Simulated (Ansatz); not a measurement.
## A convergence test on ZnCu2SnS4 (I-4): wavefunction cutoff

Aim: see how gap, energy and time of ZnCu2SnS4 (I-4) follow the wavefunction cutoff.

Program: Ansatz 0.2.0. Level of theory: DFT, PBE, plane waves, PAW; PAW set soft_1. Results are calculated unless marked as measured.

### Step 1. Starting point

Symmetry: I-4, No. 82, tetragonal system. The conventional cell has a = 5.434 Å, b = 5.434 Å, c = 10.850 Å, α = 90.00°, β = 90.00°, γ = 90.00°. Zn has 4 S at 2.33 Å nearest. Nearest to Cu lie 4 S at 2.33 Å. Nearest to Sn lie 4 S at 2.41 Å. S has 1 Zn at 2.33 Å and 2 Cu at 2.33 Å and 1 Sn at 2.41 Å nearest. Farther neighbours and most contacts between anions are not listed.

The cell and positions come from the Crystallography Open Database and are kept as given unless a step says otherwise.

### Step 2. Wavefunction cutoff: 190 eV

Contents of input.yaml:

```yaml
crystal:
  lattice:
    - [-2.7171, 2.7171, 5.4248]
    - [2.7171, -2.7171, 5.4248]
    - [2.7171, 2.7171, -5.4248]
  atoms:
    - { symbol: Zn, position: [0.25, 0.75, 0.5] }
    - { symbol: Cu, position: [0.0, 0.0, 0.0] }
    - { symbol: Cu, position: [0.75, 0.25, 0.5] }
    - { symbol: Sn, position: [0.5, 0.5, 0.0] }
    - { symbol: S, position: [0.37161, 0.88441, 0.9996] }
    - { symbol: S, position: [0.11559, 0.11519, 0.4872] }
    - { symbol: S, position: [0.88481, 0.37201, 0.0004] }
    - { symbol: S, position: [0.62799, 0.62839, 0.5128] }
kpoints:
  mp_grid: { grid: [6, 6, 6] }
  band_path:
    path:
      - [0.0, 0.0, 0.0]
      - [0.0, 0.0, 0.5]
      - [0.25, 0.25, 0.25]
      - [0.0, 0.5, 0.0]
      - [0.5, 0.5, -0.5]
      - [0.31271679, 0.68728321, -0.31271679]
      - [-0.31271679, 0.31271679, 0.31271679]
      - [-0.12543357, 0.12543357, 0.5]
    npoints: 1
hamiltonian:
  xc: pbe
  pseudopotentials: { kind: paw, azcp: { folder: soft_1 } }
scf:
  occupations: { method: fermi_dirac, width: 0.02 }
  n_extra_bands: 6
  max_iter: 80
output:
  eigenvalues: true
  forces: true
  stress: true
basis:
  ecutwfc: 190.0
```

Run with:

```
> ansatz run input.yaml --threads 3 --pin off --max-ram 92160MiB --backend cuda --events-out ev --progress --plain --runs-dir out --devices 1 --max-vram 13GiB
```

Numbers of over 12 decimals in the logs are rounded to 6 here.

The program printed:

```text
Warning: basis.ecutwfc = 190 eV is below the records' recommended 420 eV, and the density's cutoff is lower with it unless basis.ecutrho_ratio is high enough to keep the records' density cutoff: compare with a run at a higher cutoff
scf.n_extra_bands = 6 over 44 filled bands (N_el = 88.0): the run solves 50 bands
GPUs: using 1 of 1 available (devices: 1).
Engine: ansatz 0.2.0, x86_64-unknown-linux-gnu
Pseudopotentials: kind: paw
Pseudopotential: Zn, paw, valence charge 12, recommended cutoff 420 eV (normal), soft_1/Zn.paw.azcp
Pseudopotential: Cu, paw, valence charge 19, recommended cutoff 420 eV (normal), soft_1/Cu.paw.azcp
Pseudopotential: Sn, paw, valence charge 14, recommended cutoff 420 eV (normal), soft_1/Sn.paw.azcp
Pseudopotential: S, paw, valence charge 6, recommended cutoff 420 eV (normal), soft_1/S.paw.azcp
Functional definition: PBE
  parameter kappa = 0.804
  parameter beta = 0.066725
  exchange = pbe_x(kappa = kappa, mu = beta*pi^2/3)
  correlation = pbe_c(beta = beta)
device memory: the entry about to start is reckoned to put 2.1 GiB on a device that reports 44.0 GiB free (of which the cap on the GPU budget leaves the run 13.0 GiB)
GPU FFT provider: cuFFT
GPU libraries: cuBLAS 13.8.2, cuFFT 12.4.0, cuSOLVER 12.3.4
Crystal: 8 atoms, lattice volume = 160.197 Å³
Basis set: ecut = 190 eV, 977 PW (Γ), exchange–correlation on 60×60×60 points (8 copies of the dense FFT grid, shifted against one another)
Bands: 50, of which v1, the nominal top of the filled ones, is band 44 counted from 1 (43 counted from 0)
Symmetry: 4 space group operations
Space group: I-4 (ITA 82), of the structure as read, at distance tolerance 5.4e-5 Å
k-points: 36 of 216 (time reversal used)
Non-local potential: Zn, projectors of the file, l = 0: 2, l = 1: 2, l = 2: 3, l = 3: 1
Non-local potential: Cu, projectors of the file, l = 0: 3, l = 1: 2, l = 2: 3, l = 3: 1
Non-local potential: Sn, projectors of the file, l = 0: 2, l = 1: 2, l = 2: 2, l = 3: 1
Non-local potential: S, projectors of the file, l = 0: 2, l = 1: 2, l = 2: 1
PAW form: soft (Blöchl's): semilocal exchange-correlation on the pseudo side does not see the compensation charge
PAW one-centre angular grid: Zn, 590 points (default); XC on 64 Gauss nodes
PAW one-centre angular grid: Cu, 590 points (default); XC on 64 Gauss nodes
PAW one-centre angular grid: Sn, 590 points (default); XC on 64 Gauss nodes
PAW one-centre angular grid: S, 110 points (default); XC on 64 Gauss nodes
Initial density: superposition of atomic densities (chi_scale 0.1, normalization cell, long waves kept (reshape's long-wave potential 0.01 eV rms))
Initial wavefunctions: pseudopotential atomic-orbital guess
GPU buffer pool allocated for 27000 grid points (all kernels)
GPU transforms: local potential and band sums: pruned to the plane-wave sphere, on 30×30×30
Functional: x = pbe(κ = 0.804, μ = 0.219515), c = pbe(β = 0.066725)
SCF iter   1: F=—  HF=-26166.957664 eV  |F-HF|=—  |Δ(HF+E_count)|=         —  Δρ=9.95e-2  dr2=7.32e0  ethr=3.10e-3  ⟨swp⟩=7.1  Hψ=7349  notcnv=0
preconditioner: auto → Resta (q_TF=auto, 2.469 Å⁻¹)  ε∞=6.5  [insulator: Δε(μ)=0.309 eV  Ē_g=10.619 eV  σ=0.020 eV  W_gap=1.00  n_scr=36 (ndim 8)  ℏωp=24.9 eV  f_vac=0.062  D(μ)=0.00/eV (n_scr^D=0)  ε∞_Penn≈6.5  vacuum switching on, ρ_ref=8.2e-3 e/Å³]
SCF iter   2: F=—  HF=-26162.885054 eV  |F-HF|=—  |Δ(HF+E_count)|=    4.07e0  Δρ=7.43e-2  dr2=6.69e0  ethr=3.10e-3  ⟨swp⟩=3.1  Hψ=4513  notcnv=0  defer=45
SCF iter   3: F=—  HF=-26161.857257 eV  |F-HF|=—  |Δ(HF+E_count)|=    1.03e0  Δρ=2.55e-2  dr2=1.13e0  ethr=3.10e-3  ⟨swp⟩=2.1  Hψ=2914  notcnv=0  defer=44
SCF iter   4: F=—  HF=-26161.549437 eV  |F-HF|=—  |Δ(HF+E_count)|=   3.08e-1  Δρ=1.27e-2  dr2=1.21e-1  ethr=1.29e-3  ⟨swp⟩=2.9  Hψ=3771  notcnv=0  defer=45
SCF iter   5: F=—  HF=-26161.569123 eV  |F-HF|=—  |Δ(HF+E_count)|=   1.97e-2  Δρ=4.19e-3  dr2=1.62e-2  ethr=1.37e-4  ⟨swp⟩=2.0  Hψ=2928  notcnv=0  defer=45
SCF iter   6: F=—  HF=-26161.578664 eV  |F-HF|=—  |Δ(HF+E_count)|=   9.54e-3  Δρ=1.58e-3  dr2=3.25e-3  ethr=1.84e-5  ⟨swp⟩=2.9  Hψ=3820  notcnv=0  defer=45
SCF iter   7: F=—  HF=-26161.579051 eV  |F-HF|=—  |Δ(HF+E_count)|=   3.87e-4  Δρ=5.47e-4  dr2=3.90e-4  ethr=3.69e-6  ⟨swp⟩=2.0  Hψ=2132  notcnv=0  defer=45
SCF iter   8: F=—  HF=-26161.579366 eV  |F-HF|=—  |Δ(HF+E_count)|=   3.15e-4  Δρ=4.41e-4  dr2=1.76e-4  ethr=4.44e-7  ⟨swp⟩=2.1  Hψ=3271  notcnv=0  defer=45
SCF iter   9: F=—  HF=-26161.578840 eV  |F-HF|=—  |Δ(HF+E_count)|=   5.27e-4  Δρ=8.48e-5  dr2=7.64e-6  ethr=1.99e-7  ⟨swp⟩=2.0  Hψ=2333  notcnv=0  defer=45
SCF iter  10: F=—  HF=-26161.579155 eV  |F-HF|=—  |Δ(HF+E_count)|=   3.15e-4  Δρ=2.43e-5  dr2=6.98e-7  ethr=8.69e-9  ⟨swp⟩=2.0  Hψ=2709  notcnv=0  defer=45
SCF iter  11: F=-26161.579155 eV  HF=-26161.579155 eV  |F-HF|=1.99e-8  |Δ(HF+E_count)|=   1.87e-7  Δρ=3.63e-6  dr2=1.94e-8  ethr=1.14e-10  ⟨swp⟩=10.5  Hψ=7852  notcnv=0
SCF 1 converged in 11 iterations: F = -26161.579155 eV  dr2 = 1.94e-8
[...]
device memory: the entry about to start is reckoned to put 1.5 GiB on a device that reports 53.4 GiB free (of which the cap on the GPU budget leaves the run 13.0 GiB)
NSCF: frozen V_eff on 8 k-points
SCF converged after 11 iterations
Free energy (F): -26161.579155 eV
Harris-Foulkes:  -26161.579155 eV  (|F-HF|=1.99e-8)
Internal energy: -26161.579155 eV  (E = F + TS)
E sigma→0 (E₀):  -26161.579155 eV
Fermi energy:    7.791536 eV
--- Per-component energies (eV) ---
  E_band       = -1174.116261
  E_kinetic    = 1328.113038
  E_local      = -16351.990431  (includes V_loc(G=0)·N_el)
  E_nonlocal   = 3047.364345
  E_hartree    = 7028.464390
  E_xc         = -698.454542
  E_vxc        = -640.639991  (∫ρ·V_xc dr)
  E_paw        = -12490.460576  (= ΣΔE_a)
  E_vpaw       = -2613.721627  (= ΣTr[D̂ρ^β])
  E_aug_tail   = -0.158762  (compensation charges beyond the density's cutoff)
  E_ewald      = -8024.456617
  E_smearing   = -0.000000  (= −TS)
  E_closure    = 0.000000  (closes the sum)
  Σ components = -26161.579155   (vs F -26161.579155, Δ=0.00e0)
--- Forces (eV/Å), atoms counted from 1 ---
  atom   1  Zn    -0.00000000     0.00000000     0.00000000
  atom   2  Cu    -0.00000000     0.00000000     0.00000000
  atom   3  Cu     0.00000000     0.00000000     0.00000000
  atom   4  Sn    -0.00000000     0.00000000     0.00000000
  atom   5  S      0.27020920     0.01080374     0.05061891
  atom   6  S      0.01080374    -0.27020920    -0.05061891
  atom   7  S     -0.27020920    -0.01080374     0.05061891
  atom   8  S     -0.01080374     0.27020920    -0.05061891
  max |Σ_I F_I| component: 5.55e-17 eV/Å
--- Stress (GPa, compression-positive) ---
        2.951201       0.000000      -0.000000
       -0.000000       2.951201      -0.000000
       -0.000000      -0.000000       2.643115
  P = ⅓ Tr σ = 2.8485 GPa (28.485 kbar)
--- Band table (eV; the first three rows and the last of 36) ---
  k-point 0: bands = [... 40 lower, 5.7814, 7.2467, 7.2467, 7.2964, 8.2791, 10.0437, 10.8177, 11.7511, ... 2 higher]
  k-point 1: bands = [... 40 lower, 6.1064, 6.4850, 7.0595, 7.2128, 8.9892, 10.6010, 11.3196, 11.6600, ... 2 higher]
  k-point 2: bands = [... 40 lower, 6.2388, 6.3598, 6.7807, 7.1298, 9.1346, 11.0481, 11.2570, 11.8903, ... 2 higher]
  k-point 35: bands = [... 40 lower, 6.3892, 6.3892, 6.6116, 6.6116, 9.1364, 10.0796, 10.0796, 10.5936, ... 2 higher]
```

It took 9.2 s on 1 × NVIDIA H100 80GB HBM3 (shared by 6 runs) with 3 threads of AMD EPYC 7R13 (Zen 3), shared host; peak memory 0.96 GiB.

This step gave:

```
pressure             : 2.849 GPa
gap                  : 0.9827 eV
valence top at       : Γ
conduction bottom at : Γ
least direct gap     : 0.9827 eV
```

The gap is direct, at Γ.

### Step 3. Wavefunction cutoff: 290 eV

input.yaml: that of step 2 with these lines changed.

```diff
@@ -31,3 +31,3 @@
 scf:
-  occupations: { method: fermi_dirac, width: 0.02 }
+  occupations: { method: fixed }
   n_extra_bands: 6
@@ -39,2 +39,2 @@
 basis:
-  ecutwfc: 190.0
+  ecutwfc: 290.0
```

The program printed:

```text
[...]
GPUs: using 1 of 1 available (devices: 1).
[...]
GPU FFT provider: cuFFT
GPU libraries: cuBLAS 13.8.2, cuFFT 12.4.0, cuSOLVER 12.3.4
Crystal: 8 atoms, lattice volume = 160.197 Å³
Basis set: ecut = 290 eV, 1791 PW (Γ), exchange–correlation on 80×80×80 points (8 copies of the dense FFT grid, shifted against one another)
[...]
k-point 0: bands = [... 40 lower, 6.6148, 7.8962, 7.8962, 7.9759, 8.3074, 10.0423, 10.9090, 11.8039, ... 2 higher]
  k-point 1: bands = [... 40 lower, 6.7600, 7.1342, 7.6779, 7.8391, 9.1108, 10.5998, 11.3193, 11.6821, ... 2 higher]
  k-point 2: bands = [... 40 lower, 6.8629, 7.0348, 7.3816, 7.6857, 9.3046, 10.9879, 11.1698, 11.7501, ... 2 higher]
  k-point 35: bands = [... 40 lower, 6.8770, 6.9622, 7.1643, 7.1643, 9.4947, 10.0780, 10.0780, 10.4745, ... 2 higher]
[key lines of the parts left out:]
SCF converged after 11 iterations
Free energy (F): -26204.790713 eV
Fermi energy:    7.975944 eV
P = ⅓ Tr σ = 2.4204 GPa (24.204 kbar)
```

Run time: 9.8 s. Hardware: 1 × NVIDIA H100 80GB HBM3 (shared by 6 runs) with 3 threads; peak memory 0.96 GiB.

Numbers from this step:

```
pressure             : 2.420 GPa
gap                  : 0.3314 eV
valence top at       : Γ
conduction bottom at : Γ
least direct gap     : 0.3314 eV
```

The gap is 0.331 eV, −0.651 eV from the run before at this level.

### Step 4. Wavefunction cutoff: 420 eV (the default)

input.yaml, the sections that differ from step 3:

```yaml
kpoints:
  mp_grid: { grid: [6, 6, 6] }
  band_path:
    path:
      - [[0.0, 0.0, 0.0], [0.0, 0.0, 0.5], [0.25, 0.25, 0.25], [0.0, 0.5, 0.0], [0.0, 0.0, 0.0], [0.5, 0.5, -0.5], [0.31271679, 0.68728321, -0.31271679]]
      - [[-0.31271679, 0.31271679, 0.31271679], [0.0, 0.0, 0.0]]
      - [[0.0, 0.0, 0.5], [-0.12543357, 0.12543357, 0.5]]
      - [[0.5, 0.5, -0.12543357], [0.5, 0.5, -0.5]]
    npoints: 10
scf:
  occupations: { method: fermi_dirac, width: 0.02 }
  n_extra_bands: 6
output:
  eigenvalues: true
  forces: true
  stress: true
  write_density: true
  write_potential: true
  elf: true
  volumetric_format: npy
# crystal, hamiltonian: as in step 3
# basis: removed
```

The program printed:

```text
[...]
GPUs: using 1 of 1 available (devices: 1).
[...]
GPU FFT provider: cuFFT
GPU libraries: cuBLAS 13.8.2, cuFFT 12.4.0, cuSOLVER 12.3.4
Crystal: 8 atoms, lattice volume = 160.197 Å³
Basis set: ecut = 420 eV, 3083 PW (Γ), exchange–correlation on 90×90×90 points (8 copies of the dense FFT grid, shifted against one another)
[...]
k-point 0: bands = [... 40 lower, 6.6609, 7.9350, 7.9350, 8.0163, 8.3055, 10.0450, 10.9121, 11.8045, ... 2 higher]
  k-point 1: bands = [... 40 lower, 6.8023, 7.1730, 7.7187, 7.8768, 9.1205, 10.6024, 11.3189, 11.6826, ... 2 higher]
  k-point 2: bands = [... 40 lower, 6.9072, 7.0805, 7.4209, 7.7225, 9.3169, 10.9826, 11.1646, 11.7381, ... 2 higher]
  k-point 35: bands = [... 40 lower, 6.9133, 7.0063, 7.2048, 7.2048, 9.5197, 10.0816, 10.0816, 10.4675, ... 2 higher]
[key lines of the parts left out:]
SCF converged after 11 iterations
Free energy (F): -26205.559870 eV
Fermi energy:    8.161670 eV
P = ⅓ Tr σ = 2.0676 GPa (20.676 kbar)
```

It took 13 s on 1 × NVIDIA H100 80GB HBM3 (shared by 6 runs) with 3 threads; peak memory 1.1 GiB.

Numbers from this step:

```yaml
pressure: 2.068 GPa
gap: 0.2892 eV
valence_top_at: Γ
conduction_bottom_at: Γ
least_direct_gap: 0.2892 eV
```

The gap is 0.289 eV, −0.042 eV from the run before at this level.

### Step 5. Wavefunction cutoff: 630 eV

input.yaml, the sections that differ from step 4:

```yaml
kpoints:
  mp_grid: { grid: [6, 6, 6] }
  band_path:
    path:
      - [0.0, 0.0, 0.0]
      - [0.0, 0.0, 0.5]
      - [0.25, 0.25, 0.25]
      - [0.0, 0.5, 0.0]
      - [0.5, 0.5, -0.5]
      - [0.31271679, 0.68728321, -0.31271679]
      - [-0.31271679, 0.31271679, 0.31271679]
      - [-0.12543357, 0.12543357, 0.5]
    npoints: 1
scf:
  occupations: { method: fixed }
  n_extra_bands: 6
  max_iter: 80
output:
  eigenvalues: true
  forces: true
  stress: true
basis:
  ecutwfc: 630.0
# crystal, hamiltonian: as in step 4
```

The program printed:

```text
[...]
GPUs: using 1 of 1 available (devices: 1).
[...]
GPU FFT provider: cuFFT
GPU libraries: cuBLAS 13.8.2, cuFFT 12.4.0, cuSOLVER 12.3.4
Crystal: 8 atoms, lattice volume = 160.197 Å³
Basis set: ecut = 630 eV, 5783 PW (Γ), exchange–correlation on 120×120×120 points (8 copies of the dense FFT grid, shifted against one another)
[...]
k-point 0: bands = [... 40 lower, 6.6571, 7.9316, 7.9316, 8.0128, 8.3045, 10.0428, 10.9107, 11.8024, ... 2 higher]
  k-point 1: bands = [... 40 lower, 6.7987, 7.1696, 7.7152, 7.8734, 9.1189, 10.6004, 11.3175, 11.6807, ... 2 higher]
  k-point 2: bands = [... 40 lower, 6.9035, 7.0767, 7.4174, 7.7192, 9.3152, 10.9815, 11.1630, 11.7370, ... 2 higher]
  k-point 35: bands = [... 40 lower, 6.9101, 7.0026, 7.2013, 7.2013, 9.5173, 10.0794, 10.0794, 10.4661, ... 2 higher]
[key lines of the parts left out:]
SCF converged after 12 iterations
Free energy (F): -26205.575299 eV
Fermi energy:    8.012811 eV
P = ⅓ Tr σ = 2.0664 GPa (20.664 kbar)
```

It took 11 s on 1 × NVIDIA H100 80GB HBM3 (shared by 6 runs) with 3 threads; peak memory 1.1 GiB; 12 s of CPU time.

Numbers from this step:

- pressure: 2.066 GPa
- gap: 0.2917 eV
- valence top at: Γ
- conduction bottom at: Γ
- least direct gap: 0.2917 eV

The gap is 0.292 eV, +0.002 eV from the run before at this level.

### Step 6. The series

Differences are against the last row; a negative gap means that bands overlap, and a run with a band path holds that path's time. Times are wall times on 1 × NVIDIA H100 80GB HBM3 (shared by 6 runs) with 3 threads of AMD EPYC 7R13 (Zen 3), shared host, good to a factor of about two.

```csv
wavefunction cutoff,gap (eV),direct gap (eV),gap error (eV),energy error (meV/atom),irreducible k,time
190 eV,0.983,0.983,+0.691,+5499.5,36,9.2 s
290 eV,0.331,0.331,+0.040,+98.1,36,9.8 s
420 eV,0.289,0.289,−0.002,+1.9,36,13 s
630 eV,0.292,0.292,+0.000,+0.0,36,11 s
```

### Step 7. Results

```yaml
190_ev: 0.983 eV
290_ev: 0.331 eV
420_ev: 0.289 eV
630_ev: 0.292 eV
```

In words: The gap holds to 0.02 eV from 420 eV on. At 190 eV the gap is off by +0.691 eV and the energy by +5500 meV/atom. The runs have no spin polarisation. For a closed low-spin shell that is the natural state; where a d or f shell is open it is a constraint, and the gap is then not the crystal's own.

[Paths, hosts, dates, memory and timing lines, banners, echoed tables and standing remarks are left out of the program output.]

[Logs are printed without paths, hosts, clocks, repeated set-up lines and the standing remarks that a program may print on its own settings, such as how far it seeks lower states.]

[Runs of the session that timed out or met a known fault of the program may be left out.]

[Cells called generated may have been cut or substituted from an entry of the Crystallography Open Database or the Materials Project.]

[Hosts, paths, dates, database ids (printed as entryN), source tags and the programs' standing remarks are cut or masked in the printed files.]
